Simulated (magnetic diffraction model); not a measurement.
# Solving a magnetic structure from powder neutron data: CeAsS₄

Space group I4_1/amd (no. 141, origin choice 1), a = 8.5640 Å, c = 7.6980 Å.

```
site  atom       x  y       z
  4a    Ce       0  0       0
  4b    As     1/2  0     1/4
 16h     S  0.3323  0  0.0990
```

The compound is invented for this exercise: a known structure type with other elements, its cell scaled to their sizes and not relaxed.

Only Ce is taken to order (form factors of Ce3+); orders and moment sizes are assumed, and not adapted to the symmetry. Radiation: neutrons of λ = 1.594 Å, 3° to 45°; isotropic B of 0.39 Å² (Ce), 0.39 Å² (As) and 0.49 Å² (S). Simulated constant-wavelength pattern: nuclear and magnetic terms add, the magnetic one as |2.695 fm × Σ f S⊥ exp(2πi Q·r) exp(−B s²)|², summed over all Q at one angle with the factor 1/(sin²θ cos θ). For collinear order S is the moment m, which repeats by lattice and centring translations R with the sign exp(−2πi k·R). Free-ion form factors, Sears's scattering lengths of 1992, no absorption; a label names one of the reflections at its angle. The strongest nuclear line in the range is 100, and lines under 0.2 are left out.

Above the ordering temperature:

```csv
2θ (°),index,I
16.00,(1 0 1),16.8
21.45,(2 0 0),100.0
26.88,(2 1 1),25.6
28.41,(1 1 2),53.1
30.52,(2 2 0),7.9
32.33,(2 0 2),29.5
34.65,(3 0 1),11.0
37.84,(1 0 3),5.1
41.12,(3 2 1),8.6
42.18,(3 1 2),82.7
43.71,(4 0 0),26.3
```

Below it (cell unchanged):

| 2θ (°) | I |
| --- | --- |
| 7.55 | 6.0 |
| 14.09 | 5.7 |
| 16.00 | 16.8 |
| 16.92 | 2.3 |
| 20.73 | 3.9 |
| 21.45 | 100.0 |
| 22.77 | 0.6 |
| 25.10 | 1.8 |
| 25.76 | 1.1 |
| 26.88 | 25.6 |
| 27.45 | 0.8 |
| 28.41 | 53.1 |
| 29.43 | 2.2 |
| 30.01 | 1.5 |
| 30.52 | 7.9 |
| 31.49 | 0.6 |
| 32.33 | 29.5 |
| 33.25 | 0.8 |
| 33.77 | 1.1 |
| 34.65 | 11.0 |
| 36.71 | 1.1 |
| 37.02 | 0.8 |
| 37.84 | 5.1 |
| 38.42 | 0.5 |
| 39.91 | 0.9 |
| 40.20 | 1.1 |
| 40.36 | 1.0 |
| 41.12 | 8.6 |
| 41.51 | 0.3 |
| 42.18 | 82.7 |
| 43.19 | 0.5 |
| 43.33 | 0.6 |
| 43.71 | 26.3 |

**Question.** Check that the new lines index with k = (1/2 1/2 1), then choose among these models:
A. collinear moments along [110], 1.3 μB on Ce; signs + at (0, 0, 0), − at (0, 1/2, 1/4)
B. collinear moments along [110], 1.3 μB on Ce; signs + at (0, 0, 0), + at (0, 1/2, 1/4)
C. collinear moments along [010], 1.3 μB on Ce; signs + at (0, 0, 0), − at (0, 1/2, 1/4)
D. collinear moments along [010], 1.3 μB on Ce; signs + at (0, 0, 0), + at (0, 1/2, 1/4)

The new lines index as (1/2 -1/2 0) at 7.55°, (1/2 1/2 -1) at 14.09°, (3/2 1/2 0) at 16.92° and (3/2 -1/2 1) at 20.73°, that is as H ± k with k = (1/2 1/2 1), one of 2 inequivalent arms of its star (k and −k counted as one), which a powder can't tell apart. Half indices mean that the moments reverse under translations with k·R a half-integer, and the magnetic cell has twice the primitive volume.

Magnetic intensity, observed (below minus above) and for each model:

| 2θ (°) | index | observed | A | B | C | D |
| --- | --- | --- | --- | --- | --- | --- |
| 7.55 | (1/2 -1/2 0) | 6.0 | 11.9 | 11.9 | 6.0 | 6.0 |
| 14.09 | (1/2 1/2 -1) | 5.7 | 4.7 | 4.7 | 5.7 | 5.7 |
| 16.92 | (3/2 1/2 0) | 2.3 | 0.9 | 0.9 | 2.3 | 2.3 |
| 20.73 | (3/2 -1/2 1) | 3.9 | 5.1 | 5.1 | 3.9 | 3.9 |
| 22.77 | (3/2 -3/2 0) | 0.6 | 1.2 | 1.2 | 0.6 | 0.6 |
| 25.76 | (3/2 3/2 1) | 1.1 | 0.4 | 0.4 | 1.1 | 1.1 |
| 31.49 | (5/2 3/2 0) | 0.6 | <0.2 | <0.2 | 0.6 | 0.6 |
| 33.77 | (3/2 -5/2 1) | 1.1 | 1.9 | 1.9 | 1.1 | 1.1 |

Models C and D match alike on every line, so these data can't choose among them (such ties are often domains of one structure).

The structure used: k = (1/2 1/2 1), collinear moments along [010], 1.3 μB on Ce; signs + at (0, 0, 0), + at (0, 1/2, 1/4).

[Logs are printed without paths, hosts, clocks, repeated set-up lines and the standing remarks that a program may print on its own settings, such as how far it seeks lower states.]
